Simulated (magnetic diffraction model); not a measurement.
**Which magnetic order? Ba2SrCrS5**

Space group I4/mcm (no. 140), a = 8.2300 Å, c = 13.6440 Å.

| site | atom | x | y | z |
| --- | --- | --- | --- | --- |
| 8h | Ba | 0.3210 | 0.8210 | 0 |
| 4a | Sr | 0 | 0 | 1/4 |
| 4b | Cr | 0 | 1/2 | 1/4 |
| 16l | S | 0.1312 | 0.6312 | 0.1596 |
| 4c | S | 1/2 | 1/2 | 0 |

This is a made-up structure (elements placed in a structure type, unrelaxed), so the numbers test the method and describe no known phase.

Only Cr is taken to order (form factors of Cr4+); orders and moment sizes are assumed, and not adapted to the symmetry. Radiation: neutrons of λ = 1.8 Å, 8° to 45°; isotropic B of 0.61 Å² (Ba), 0.66 Å² (Sr), 0.92 Å² (Cr) and 0.8 Å² (S). The intensities are simulated: I ∝ L Σ (|F_N|² + |F_M⊥|²) for unpolarised neutrons, with F_M = 2.695 fm/μB × Σ f(s) S exp(2πi Q·r) exp(−B s²) at Q = H ± k (one set where k and −k are equivalent), only the part normal to Q counting and L = 1/(sin²θ cos θ). For collinear order S is the moment m, which repeats by lattice and centring translations R with the sign exp(−2πi k·R). Form factors are spin-only for 3d ions and dipole or tabulated for f ions, scattering lengths are Sears's of 1992, and absorption is left out. A label names one of the reflections at its angle. The strongest nuclear line in the range is 100, and lines under 0.2 are left out.

Above the ordering temperature:

```tsv
2θ (°)	index	I
15.16	(0 0 2)	1.8
17.79	(1 1 0)	0.3
25.27	(2 0 0)	8.4
29.34	(2 1 1)	4.6
29.60	(2 0 2)	60.9
30.60	(0 0 4)	19.9
35.62	(1 1 4)	13.4
36.03	(2 2 0)	33.7
36.67	(2 1 3)	100.0
39.30	(2 2 2)	2.7
40.09	(2 0 4)	10.5
40.46	(3 1 0)	48.2
43.45	(3 1 2)	0.4
```

Below it (cell unchanged):

```csv
2θ (°),I
12.98,3.5
14.55,5.8
15.16,1.8
17.79,0.3
18.10,2.1
19.26,1.7
20.01,0.4
22.09,0.5
23.06,1.7
23.69,1.6
25.27,8.4
25.49,1.8
26.34,1.3
26.90,0.8
27.45,0.5
28.51,1.1
29.34,4.6
29.60,60.9
29.79,0.5
30.29,0.5
30.60,19.9
31.97,1.2
32.44,0.6
33.80,1.0
34.47,0.7
35.35,0.7
35.62,13.4
36.03,33.7
36.19,0.4
36.67,100.0
37.24,0.7
37.45,0.4
37.65,0.5
39.05,0.5
39.30,2.7
39.45,0.6
```
(The table stops after 36 lines; 11 more lie at higher angle.)

**Question.** Check that the new lines index with k = (0 1/2 1/2), then choose among these models:
A. collinear moments along [010], 1.79 μB on Cr; signs + at (0, 1/2, 1/4), + at (1/2, 0, 1/4)
B. collinear moments along [111], 1.79 μB on Cr; signs + at (0, 1/2, 1/4), − at (1/2, 0, 1/4)
C. collinear moments along [111], 1.79 μB on Cr; signs + at (0, 1/2, 1/4), + at (1/2, 0, 1/4)
D. collinear moments along [010], 1.79 μB on Cr; signs + at (0, 1/2, 1/4), − at (1/2, 0, 1/4)

The new lines index as (0 1/2 -3/2) at 12.98°, (1 1/2 -1/2) at 14.55°, (1 1/2 3/2) at 18.10° and (0 3/2 -1/2) at 19.26°, that is as H ± k with k = (0 1/2 1/2), one of 4 inequivalent arms of its star (k and −k counted as one), which a powder can't tell apart. Half indices mean that the moments reverse under translations with k·R a half-integer, and the magnetic cell has twice the primitive volume. Below the range, at 7.32°, lies the magnetic line (0 1/2 1/2) with 6.

Magnetic intensity, observed (below minus above) and for each model:

| 2θ (°) | index | observed | A | B | C | D |
| --- | --- | --- | --- | --- | --- | --- |
| 18.10 | (1 1/2 3/2) | 2.1 | 3.7 | 2.1 | 2.1 | 3.7 |
| 19.26 | (0 3/2 -1/2) | 1.7 | <0.2 | 1.7 | 1.7 | <0.2 |
| 20.01 | (0 1/2 5/2) | 0.4 | 1.5 | 0.4 | 0.4 | 1.5 |
| 23.06 | (1 3/2 1/2) | 1.7 | 0.8 | 1.7 | 1.7 | 0.8 |
| 25.49 | (1 3/2 -3/2) | 1.8 | 0.8 | 1.8 | 1.8 | 0.8 |
| 30.29 | (1 1/2 7/2) | 0.5 | 1.2 | 0.5 | 0.5 | 1.2 |
| 34.47 | (1 5/2 -1/2) | 0.7 | <0.2 | 0.7 | 0.7 | <0.2 |
| 39.45 | (1 5/2 -5/2) | 0.6 | <0.2 | 0.6 | 0.6 | <0.2 |

Models B and C match alike on every line, so these data can't choose among them (such ties are often domains of one structure).

The structure used: k = (0 1/2 1/2), collinear moments along [111], 1.79 μB on Cr; signs + at (0, 1/2, 1/4), + at (1/2, 0, 1/4).

[Logs are printed without paths, hosts, clocks, repeated set-up lines and the standing remarks that a program may print on its own settings, such as how far it seeks lower states.]
